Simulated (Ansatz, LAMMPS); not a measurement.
# Squeezing and shearing glassy 73SiO2-12SrO-7K2O-7P2O5 (mol %) (130 atoms), part 3 of 3

How stiff is glassy 73SiO2-12SrO-7K2O-7P2O5 (mol %) (130 atoms), and how do its levels respond to strain?

Ansatz 0.2.0; Kohn-Sham DFT, PBE, PAW (set soft_2), plane waves.

The cell: 30 Si, 5 Sr, 6 K, 6 P and 83 O. The quench rate of 50 K/ps far exceeds what a furnace or splat quench reaches. The starting topology of bonds comes from the classical model. Only the Γ point is sampled.

So far. Step 9 (Volume -10 %): The relaxation converged after 14 steps, 7.18 eV below its start, with a largest force component of 0.044 eV/Å. Step 9 (Volume -10 %): Volume -10 %: the energy stands 3.04 eV above that of the reference, at a pressure of 5.47 GPa.

## Step 10: Stretched by 1 % along x

The relaxed cell is strained along x alone, which gives the stiffness along x and its coupling to y and z.

input.yaml

```yaml
crystal:
  lattice:
    - [12.6097, -0.30104, -0.3432]
    - [-0.30405, 12.26093, -0.00482]
    - [-0.34663, -0.00482, 12.67752]
  atoms:
    [... the 130 atom lines of step 4 ...]
kpoints:
  mp_grid: { grid: [1, 1, 1] }
hamiltonian:
  xc: pbe
scf:
  occupations: { method: fixed }
output:
  forces: true
  eigenvalues: true
  stress: true
relax:
  f_tol: 0.05
  max_steps: 70
```

Run with:

```
> ansatz run input.yaml --threads 4 --pin off --max-ram 8192MiB --backend cpu --events-out ev --progress --plain --runs-dir out
```

Numbers of over 12 decimals in the logs are rounded to 6 here.

Output:

```text
[...]
Crystal: 130 atoms, lattice volume = 1957.409 Å³
Basis set: ecut = 420 eV, 38225 PW (Γ), exchange–correlation on 180×180×180 points (8 copies of the dense FFT grid, shifted against one another)
Bands: 506, of which v1, the nominal top of the filled ones, is band 376 counted from 1 (375 counted from 0)
Symmetry: 1 space group operations
[...]
k-points: 1
[...]
SCF iter   1: F=—  HF=-97786.720706 eV  |F-HF|=—  |Δ(HF+E_count)|=         —  Δρ=1.93e-3  dr2=6.88e-2  ethr=1.77e-3  ⟨swp⟩=6.0  Hψ=2021  notcnv=0  defer=128
[...]
SCF iter   6: F=-97786.727281 eV  HF=-97786.727279 eV  |F-HF|=1.68e-6  |Δ(HF+E_count)|=   1.43e-5  Δρ=2.32e-5  dr2=9.62e-6  ethr=8.31e-9  ⟨swp⟩=29.0  Hψ=4422  notcnv=0
SCF 1 converged in 6 iterations: F = -97786.727281 eV  dr2 = 9.62e-6
[...]
relax step   1: F+E_penalty+E_count = -97786.72728093 eV  Δ(F+E_penalty+E_count) = +0.000e0 eV  max|allowed force component| = 4.426e-1 eV/Å  Δτ_max = 0.0000 Å  (6 SCF iters, dr2 threshold 6.25e-5 eV, accepted)
[...]
relax step   2: F+E_penalty+E_count = -97786.79845342 eV  Δ(F+E_penalty+E_count) = -7.117e-2 eV  max|allowed force component| = 2.440e-1 eV/Å  Δτ_max = 0.0388 Å  (6 SCF iters, dr2 threshold 1.22e-5 eV, accepted)
[...]
relax step   3: F+E_penalty+E_count = -97786.83217396 eV  Δ(F+E_penalty+E_count) = -3.372e-2 eV  max|allowed force component| = 8.883e-2 eV/Å  Δτ_max = 0.0498 Å  (7 SCF iters, dr2 threshold 3.72e-6 eV, accepted)
relax step   4: F+E_penalty+E_count = -97786.83888492 eV  Δ(F+E_penalty+E_count) = -6.711e-3 eV  max|allowed force component| = 7.706e-2 eV/Å  Δτ_max = 0.0407 Å  (8 SCF iters, accepted)
relax step   5: F+E_penalty+E_count = -97786.84219837 eV  Δ(F+E_penalty+E_count) = -3.313e-3 eV  max|allowed force component| = 6.927e-2 eV/Å  Δτ_max = 0.0064 Å  (7 SCF iters, accepted)
relax step   6: F+E_penalty+E_count = -97786.83671324 eV  Δ(F+E_penalty+E_count) = +5.485e-3 eV  max|allowed force component| = 1.268e-1 eV/Å  Δτ_max = 0.0872 Å  (7 SCF iters, dr2 threshold 3.61e-6 eV, rejected (line search))
[...]
relax step   7: F+E_penalty+E_count = -97786.84717026 eV  Δ(F+E_penalty+E_count) = -4.972e-3 eV  max|allowed force component| = 3.766e-2 eV/Å  Δτ_max = 0.0202 Å  (8 SCF iters, accepted)
SCF converged after 8 iterations
Free energy (F): -97786.847170 eV
[...]
Internal energy: -97786.847170 eV  (E = F + TS)
E sigma→0 (E₀):  -97786.847170 eV
Fermi energy:    3.595173 eV
[...]
--- Forces (eV/Å), atoms counted from 1 ---
  atom   1  Si    -0.00874416    -0.00130664     0.00115233
  atom   2  Si    -0.02552635    -0.00720671    -0.00148564
  atom   3  Si     0.00629393     0.00640302    -0.00176945
  atom   4  Si    -0.00158255    -0.00036555    -0.00699456
  atom   5  Si    -0.00541940    -0.00018647    -0.00551238
  atom   6  Si     0.01578958    -0.00285507    -0.00646449
  atom   7  Si    -0.01236436     0.00518337    -0.01215894
  atom   8  Si     0.01412293    -0.01358835     0.00810291
  atom   9  Si    -0.00244395    -0.00766156     0.00069589
  atom  10  Si    -0.00440412     0.00197178    -0.00525232
  atom  11  Si     0.00749270     0.00041087    -0.00603701
  atom  12  Si    -0.00316887    -0.00041389    -0.00332767
  atom  13  Si    -0.00120134    -0.00765703     0.00106720
  atom  14  Si     0.00262557     0.00663445     0.00963181
[...]
atom 129  O      0.00612364     0.00873220    -0.00229618
  atom 130  O      0.00191695    -0.00116818     0.00371021
  max |Σ_I F_I| component: 7.13e-5 eV/Å
--- Stress (GPa, compression-positive) ---
       -0.757082      -0.086535      -0.045065
       -0.086535      -0.227736      -0.000537
       -0.045065      -0.000535      -0.167083
  P = ⅓ Tr σ = -0.3840 GPa (-3.840 kbar)
--- Band table (eV) ---
[...]
--- Relaxed structure (7 steps of the walk, 6 accepted, 0 SCFs on fresh bases) ---
  F+E_penalty+E_count = -97786.84717026 eV   max|allowed force component| = 3.766e-2 eV/Å
  atoms:
    - { symbol: Si, position: [0.245377, 0.620196, 0.070263] }
    - { symbol: Si, position: [0.925605, 0.422130, 0.578047] }
    - { symbol: Si, position: [0.899942, 0.621875, 0.916114] }
    - { symbol: Si, position: [0.937177, 0.383981, 0.00681415] }
[...]
- { symbol: O, position: [0.487299, 0.295712, 0.015052] }
```

Wall time 2.9 min (4 threads of AMD EPYC 9R14 (Zen 4), shared host); peak memory 3 GiB; 11 min of CPU time.

The relaxation converged after 7 steps, 0.120 eV below its start, with a largest force component of 0.038 eV/Å.

Stretched by 1 % along x: the energy stands 0.0399 eV above that of the reference, at a pressure of -0.384 GPa.

## Step 11: Compressed by 1 % along x

The relaxed cell is strained along x alone, which gives the stiffness along x and its coupling to y and z.

input.yaml, the sections that differ from step 10:

```yaml
crystal:
  lattice:
    - [12.36, -0.30104, -0.3432]
    - [-0.29803, 12.26093, -0.00482]
    - [-0.33977, -0.00482, 12.67752]
  atoms:
    [... the 130 atom lines of step 4 ...]
# kpoints, hamiltonian, scf, output, relax: as in step 10
```

Output:

```text
[...]
Crystal: 130 atoms, lattice volume = 1918.648 Å³
Basis set: ecut = 420 eV, 37497 PW (Γ), exchange–correlation on 180×180×180 points (8 copies of the dense FFT grid, shifted against one another)
Bands: 506, of which v1, the nominal top of the filled ones, is band 376 counted from 1 (375 counted from 0)
Symmetry: 1 space group operations
[...]
k-points: 1
[...]
SCF iter   1: F=—  HF=-97786.716156 eV  |F-HF|=—  |Δ(HF+E_count)|=         —  Δρ=1.91e-3  dr2=6.41e-2  ethr=1.77e-3  ⟨swp⟩=6.0  Hψ=2021  notcnv=0  defer=128
[...]
SCF iter   6: F=-97786.724921 eV  HF=-97786.724921 eV  |F-HF|=5.60e-7  |Δ(HF+E_count)|=   1.21e-5  Δρ=2.35e-5  dr2=9.67e-6  ethr=8.31e-9  ⟨swp⟩=23.0  Hψ=4273  notcnv=0
SCF 1 converged in 6 iterations: F = -97786.724921 eV  dr2 = 9.67e-6
[...]
relax step   1: F+E_penalty+E_count = -97786.72492121 eV  Δ(F+E_penalty+E_count) = +0.000e0 eV  max|allowed force component| = 4.603e-1 eV/Å  Δτ_max = 0.0000 Å  (6 SCF iters, dr2 threshold 6.25e-5 eV, accepted)
[...]
relax step   2: F+E_penalty+E_count = -97786.79640042 eV  Δ(F+E_penalty+E_count) = -7.148e-2 eV  max|allowed force component| = 2.490e-1 eV/Å  Δτ_max = 0.0386 Å  (6 SCF iters, dr2 threshold 1.32e-5 eV, accepted)
[...]
relax step   3: F+E_penalty+E_count = -97786.82917499 eV  Δ(F+E_penalty+E_count) = -3.277e-2 eV  max|allowed force component| = 1.016e-1 eV/Å  Δτ_max = 0.0728 Å  (7 SCF iters, dr2 threshold 3.87e-6 eV, accepted)
relax step   4: F+E_penalty+E_count = -97786.83710561 eV  Δ(F+E_penalty+E_count) = -7.931e-3 eV  max|allowed force component| = 6.283e-2 eV/Å  Δτ_max = 0.0530 Å  (8 SCF iters, accepted)
relax step   5: F+E_penalty+E_count = -97786.80726074 eV  Δ(F+E_penalty+E_count) = +2.984e-2 eV  max|allowed force component| = 2.238e-1 eV/Å  Δτ_max = 0.1398 Å  (9 SCF iters, rejected (line search))
[...]
relax step   6: F+E_penalty+E_count = -97786.84410330 eV  Δ(F+E_penalty+E_count) = -6.998e-3 eV  max|allowed force component| = 4.144e-2 eV/Å  Δτ_max = 0.0296 Å  (9 SCF iters, accepted)
SCF converged after 9 iterations
Free energy (F): -97786.844103 eV
[...]
Internal energy: -97786.844103 eV  (E = F + TS)
E sigma→0 (E₀):  -97786.844103 eV
Fermi energy:    3.811155 eV
[...]
--- Forces (eV/Å), atoms counted from 1 ---
  atom   1  Si    -0.00307683     0.01103657    -0.01785220
  atom   2  Si     0.00395809     0.00251097    -0.00651033
  atom   3  Si    -0.01426337    -0.00481227    -0.00053325
  atom   4  Si     0.00497021    -0.00066900     0.02072684
  atom   5  Si    -0.00352279    -0.00681413     0.00623726
  atom   6  Si    -0.01898982     0.00167827    -0.00333698
  atom   7  Si    -0.04143728    -0.00615809     0.00616414
  atom   8  Si     0.00289791     0.00857132     0.01107218
  atom   9  Si    -0.00419680     0.00377349    -0.00169035
  atom  10  Si    -0.00956435    -0.01789659     0.01184444
  atom  11  Si    -0.00291730     0.00290199     0.01106685
  atom  12  Si     0.00033959     0.00269850    -0.00791686
  atom  13  Si     0.02097208     0.00785324    -0.00391152
  atom  14  Si    -0.00034657    -0.01455910     0.00315115
[...]
atom 129  O     -0.00551547     0.01387107     0.00115492
  atom 130  O     -0.00441272    -0.00543260    -0.00279322
  max |Σ_I F_I| component: 8.56e-5 eV/Å
--- Stress (GPa, compression-positive) ---
        0.857193       0.042022      -0.012405
        0.042021       0.278462       0.028292
       -0.012404       0.028294       0.276250
  P = ⅓ Tr σ = 0.4706 GPa (4.706 kbar)
--- Band table (eV) ---
[...]
--- Relaxed structure (6 steps of the walk, 5 accepted, 0 SCFs on fresh bases) ---
  F+E_penalty+E_count = -97786.84410330 eV   max|allowed force component| = 4.144e-2 eV/Å
  atoms:
    - { symbol: Si, position: [0.248134, 0.621802, 0.068013] }
    - { symbol: Si, position: [0.928825, 0.421859, 0.578914] }
    - { symbol: Si, position: [0.896656, 0.622609, 0.915733] }
    - { symbol: Si, position: [0.934529, 0.385029, 0.00764664] }
[...]
- { symbol: O, position: [0.488735, 0.296419, 0.014335] }
```

It took 2.5 min on 4 threads; peak memory 3 GiB; 9.4 min of CPU time.

The relaxation converged after 6 steps, 0.119 eV below its start, with a largest force component of 0.041 eV/Å.

Compressed by 1 % along x: the energy stands 0.0430 eV above that of the reference, at a pressure of 0.471 GPa.

## Step 12: Sheared by 2 % in xy

A shear of the relaxed cell gives the modulus that volume changes can't reach.

input.yaml, the sections that differ from step 11:

```yaml
crystal:
  lattice:
    - [12.48184, -0.17619, -0.3432]
    - [-0.17843, 12.25792, -0.00482]
    - [-0.34325, -0.00825, 12.67752]
  atoms:
    [... the 130 atom lines of step 4 ...]
# kpoints, hamiltonian, scf, output, relax: as in step 11
```

Output:

```text
[...]
Crystal: 130 atoms, lattice volume = 1937.834 Å³
Basis set: ecut = 420 eV, 37895 PW (Γ), exchange–correlation on 180×180×180 points (8 copies of the dense FFT grid, shifted against one another)
Bands: 506, of which v1, the nominal top of the filled ones, is band 376 counted from 1 (375 counted from 0)
Symmetry: 1 space group operations
[...]
k-points: 1
[...]
SCF iter   1: F=—  HF=-97786.640119 eV  |F-HF|=—  |Δ(HF+E_count)|=         —  Δρ=1.91e-3  dr2=6.67e-2  ethr=1.77e-3  ⟨swp⟩=6.0  Hψ=2021  notcnv=0  defer=128
[...]
SCF iter   6: F=-97786.648374 eV  HF=-97786.648372 eV  |F-HF|=1.25e-6  |Δ(HF+E_count)|=   1.17e-5  Δρ=2.28e-5  dr2=9.18e-6  ethr=8.31e-9  ⟨swp⟩=24.0  Hψ=4235  notcnv=0
SCF 1 converged in 6 iterations: F = -97786.648374 eV  dr2 = 9.18e-6
[...]
relax step   1: F+E_penalty+E_count = -97786.64837366 eV  Δ(F+E_penalty+E_count) = +0.000e0 eV  max|allowed force component| = 5.638e-1 eV/Å  Δτ_max = 0.0000 Å  (6 SCF iters, dr2 threshold 6.25e-5 eV, accepted)
[...]
relax step   2: F+E_penalty+E_count = -97786.76073870 eV  Δ(F+E_penalty+E_count) = -1.124e-1 eV  max|allowed force component| = 3.920e-1 eV/Å  Δτ_max = 0.0634 Å  (6 SCF iters, dr2 threshold 1.99e-5 eV, accepted)
[...]
relax step   3: F+E_penalty+E_count = -97786.80920559 eV  Δ(F+E_penalty+E_count) = -4.847e-2 eV  max|allowed force component| = 1.702e-1 eV/Å  Δτ_max = 0.0851 Å  (7 SCF iters, dr2 threshold 9.60e-6 eV, accepted)
relax step   4: F+E_penalty+E_count = -97786.82158329 eV  Δ(F+E_penalty+E_count) = -1.238e-2 eV  max|allowed force component| = 8.838e-2 eV/Å  Δτ_max = 0.0692 Å  (6 SCF iters, dr2 threshold 5.46e-6 eV, accepted)
relax step   5: F+E_penalty+E_count = -97786.82486133 eV  Δ(F+E_penalty+E_count) = -3.278e-3 eV  max|allowed force component| = 5.807e-2 eV/Å  Δτ_max = 0.0106 Å  (7 SCF iters, accepted)
relax step   6: F+E_penalty+E_count = -97786.80046852 eV  Δ(F+E_penalty+E_count) = +2.439e-2 eV  max|allowed force component| = 1.679e-1 eV/Å  Δτ_max = 0.1116 Å  (9 SCF iters, rejected (line search))
[...]
relax step   7: F+E_penalty+E_count = -97786.82984158 eV  Δ(F+E_penalty+E_count) = -4.980e-3 eV  max|allowed force component| = 2.984e-2 eV/Å  Δτ_max = 0.0404 Å  (9 SCF iters, accepted)
SCF converged after 9 iterations
Free energy (F): -97786.829842 eV
[...]
Internal energy: -97786.829842 eV  (E = F + TS)
E sigma→0 (E₀):  -97786.829842 eV
Fermi energy:    3.715064 eV
[...]
--- Forces (eV/Å), atoms counted from 1 ---
  atom   1  Si    -0.02376622     0.00919865     0.01030765
  atom   2  Si    -0.00116910    -0.00774682     0.00591919
  atom   3  Si    -0.02270735     0.00911710     0.01397168
  atom   4  Si     0.00601153     0.00946388     0.00891594
  atom   5  Si    -0.00037374     0.00204824    -0.00387364
  atom   6  Si    -0.02222661    -0.00699895    -0.00447102
  atom   7  Si    -0.01567422    -0.01684499     0.00113552
  atom   8  Si     0.00691023    -0.01959961    -0.00113744
  atom   9  Si    -0.01452495     0.00205645     0.00356215
  atom  10  Si     0.02893600    -0.01542430     0.00158460
  atom  11  Si     0.02984439     0.00099863    -0.00676092
  atom  12  Si     0.01210633     0.00062765     0.00768904
  atom  13  Si    -0.01532071    -0.00707269    -0.00350729
  atom  14  Si    -0.00700903     0.01239360    -0.02074400
[...]
atom 129  O      0.00549535     0.00738769     0.00866670
  atom 130  O     -0.00329998    -0.00438436    -0.00045610
  max |Σ_I F_I| component: 9.70e-5 eV/Å
--- Stress (GPa, compression-positive) ---
       -0.101297      -0.576188      -0.062044
       -0.576189      -0.116880      -0.053912
       -0.062044      -0.053911      -0.073953
  P = ⅓ Tr σ = -0.0974 GPa (-0.974 kbar)
--- Band table (eV) ---
[...]
--- Relaxed structure (7 steps of the walk, 6 accepted, 0 SCFs on fresh bases) ---
  F+E_penalty+E_count = -97786.82984158 eV   max|allowed force component| = 2.984e-2 eV/Å
  atoms:
    - { symbol: Si, position: [0.245243, 0.618764, 0.069223] }
    - { symbol: Si, position: [0.927520, 0.421724, 0.578737] }
    - { symbol: Si, position: [0.896204, 0.622281, 0.916050] }
    - { symbol: Si, position: [0.935186, 0.384306, 0.00780675] }
[...]
- { symbol: O, position: [0.486162, 0.297839, 0.014155] }
```

Wall time 3 min (4 threads); peak memory 3 GiB.

The relaxation converged after 7 steps, 0.181 eV below its start, with a largest force component of 0.030 eV/Å.

Sheared by 2 % in xy: the energy stands 0.0573 eV above that of the reference, at a pressure of -0.0974 GPa.

## Step 13: Pressure against volume

Atoms are relaxed at each volume, in the scaled cell.

```
volume change (%)  volume (Å³/atom)  energy change (meV/atom)  pressure (GPa)  largest move on relaxing (Å)  bonds  gap (eV)
              -10            13.417                     23.40            5.47                          0.44    219                3.81
               -6            14.013                      7.88            2.98                          0.40    213                3.74
               -3            14.461                      1.86            1.41                          0.33    208                3.67
               +0            14.908                      0.00            0.00                             -    205                3.62
               +3            15.355                      1.50           -1.16                          0.25    203                3.57
               +6            15.802                      6.23           -2.18                          0.53    201                3.54
```

## Step 14: Uniaxial strain and shear

Stress (GPa, compression positive) less that of the relaxed cell, atoms relaxed:

```
                   strain      xx      yy      zz      xy  energy change (meV/atom)
 stretched by 1 % along x  -0.765  -0.234  -0.167  -0.093                      0.31
compressed by 1 % along x   0.850   0.272   0.276   0.035                      0.33
     sheared by 2 % in xy  -0.109  -0.123  -0.074  -0.583                      0.44
```

## Step 15: Outcome

The bulk modulus, from the slope of pressure against ln V over the three points nearest the relaxed volume, is 42.9 GPa; a quadratic over all points gives a pressure derivative of about 4.0. The count of bonds runs from 201 to 219 over the series, so at some points contacts cross the cutoffs. At +6 % some atom moved by over 0.5 Å on relaxing, so that point may sit in another local minimum. The gap goes from 3.81 eV at the smallest volume to 3.54 eV at the largest, -1.7 eV per unit of ln V by a straight line, on the run's k-points. In the Cartesian axes of the cell, finite differences give C11 = 80.7, C12 = 25.3, C13 = 22.2 and C66 = 29.2 GPa (the shear of 2 % is the engineering strain, εxy = 0.01). The mean of C11, C12 and C13, which equals the bulk modulus in a cubic or isotropic solid, is 42.7 GPa: it agrees with the bulk modulus within 10 %. For an isotropic solid C66 would equal (C11 − C12)/2 = 27.7 GPa; so small a sample needn't be isotropic, and C66 rests on one shear. With the bulk modulus and C66 as K and G, Young's modulus would be about 71 GPa and Poisson's ratio 0.22.

Caveats: Strains are finite and relaxations stop at the force tolerance of the input, which can leave moduli too stiff; they are those of a static cell at zero temperature. Volumes are changed with the cell's shape held, so in an anisotropic solid the modulus lies over the one under free hydrostatic load. The program notes that the SCF threshold of the relaxations is loose for the stress.

The DFT runs together took 38 min of wall time.

[Logs are printed without paths, hosts, clocks, repeated set-up lines and the standing remarks that a program may print on its own settings, such as how far it seeks lower states.]

[Hosts, paths, dates, database ids (printed as entryN), source tags and the programs' standing remarks are cut or masked in the printed files.]
